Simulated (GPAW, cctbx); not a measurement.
## Reading charge transfer from structure factors

Cd4TeS3, P-43m (no. 215), a = 6.0884 Å, b = 6.0884 Å, c = 6.0884 Å, α = 90.00°, β = 90.00°, γ = 90.00°.

```csv
atom,mult.,x,y,z
Te1,1,0,0,0
Cd1,4,0.2640,0.2640,0.2640
S1,3,0,1/2,1/2
```

The cell is our own: ordered zincblende alloy in the eight-atom cube, 1 of 4 S sites given to Te.

Absolute values of the static structure factors of the conventional cell from DFT (PBE, GPAW) against free spherical atoms, in electrons:

```csv
hkl,d (Å),free atoms,crystal
010,6.088,18.56,18.62
011,4.305,34.82,34.70
111,3.515,187.42,187.49
020,3.044,81.33,80.58
021,2.723,44.85,44.72
121,2.486,39.76,39.64
022,2.153,214.09,213.98
122,2.030,17.20,17.20
030,2.030,66.49,66.49
031,1.925,25.22,25.19
```

**Question.** Which way does charge move, and which reflections show it best?

Project each element's phase sum on the total phase. |F| rises if density moves to atoms that scatter in phase and falls if it moves to atoms that scatter against it; the rule is for low angles, since changes of shape take over beyond. Where all elements are in phase the terms compete, and the compactness of the donor's and the acceptor's density matters too.

| hkl | Te in phase | Cd in phase | S in phase | change (e) | (%) |
| --- | --- | --- | --- | --- | --- |
| 010 | +1.0 | -0.4 | -1.0 | +0.06 | +0.3 |
| 011 | +1.0 | 0.0 | -1.0 | -0.12 | -0.3 |
| 111 | +0.4 | +3.5 | +1.3 | +0.07 | 0.0 |
| 020 | -1.0 | +3.9 | -3.0 | -0.75 | -0.9 |
| 021 | +1.0 | +0.3 | -1.0 | -0.13 | -0.3 |
| 121 | +0.7 | +0.4 | -0.7 | -0.12 | -0.3 |
| 022 | +1.0 | +3.9 | +3.0 | -0.11 | -0.1 |
| 122 | +1.0 | -0.3 | -1.0 | 0.00 | 0.0 |

Low-angle reflections that set elements apart and change by more than 0.05 e: 010, 011, 020, 021 and 121 (122 hardly moves and tells little). The signs fit a gain of density on Te and S and a loss on Cd, apart from 010. The best witness is 020, -0.9 %, where S enters with -3.0. The real-space density agrees: Voronoi charges Te -0.23, Cd +0.33, S -0.37 e. The shortest bond, Cd–S, has Δρ = +0.06 e/Å³ at its midpoint.

[Outputs are excerpts: Python notices, other lines and further rows are left out; steps that failed or that the build refused (PBEsol, TPSS) are not shown.]

[Logs are printed without paths, hosts, clocks, repeated set-up lines and the standing remarks that a program may print on its own settings, such as how far it seeks lower states.]
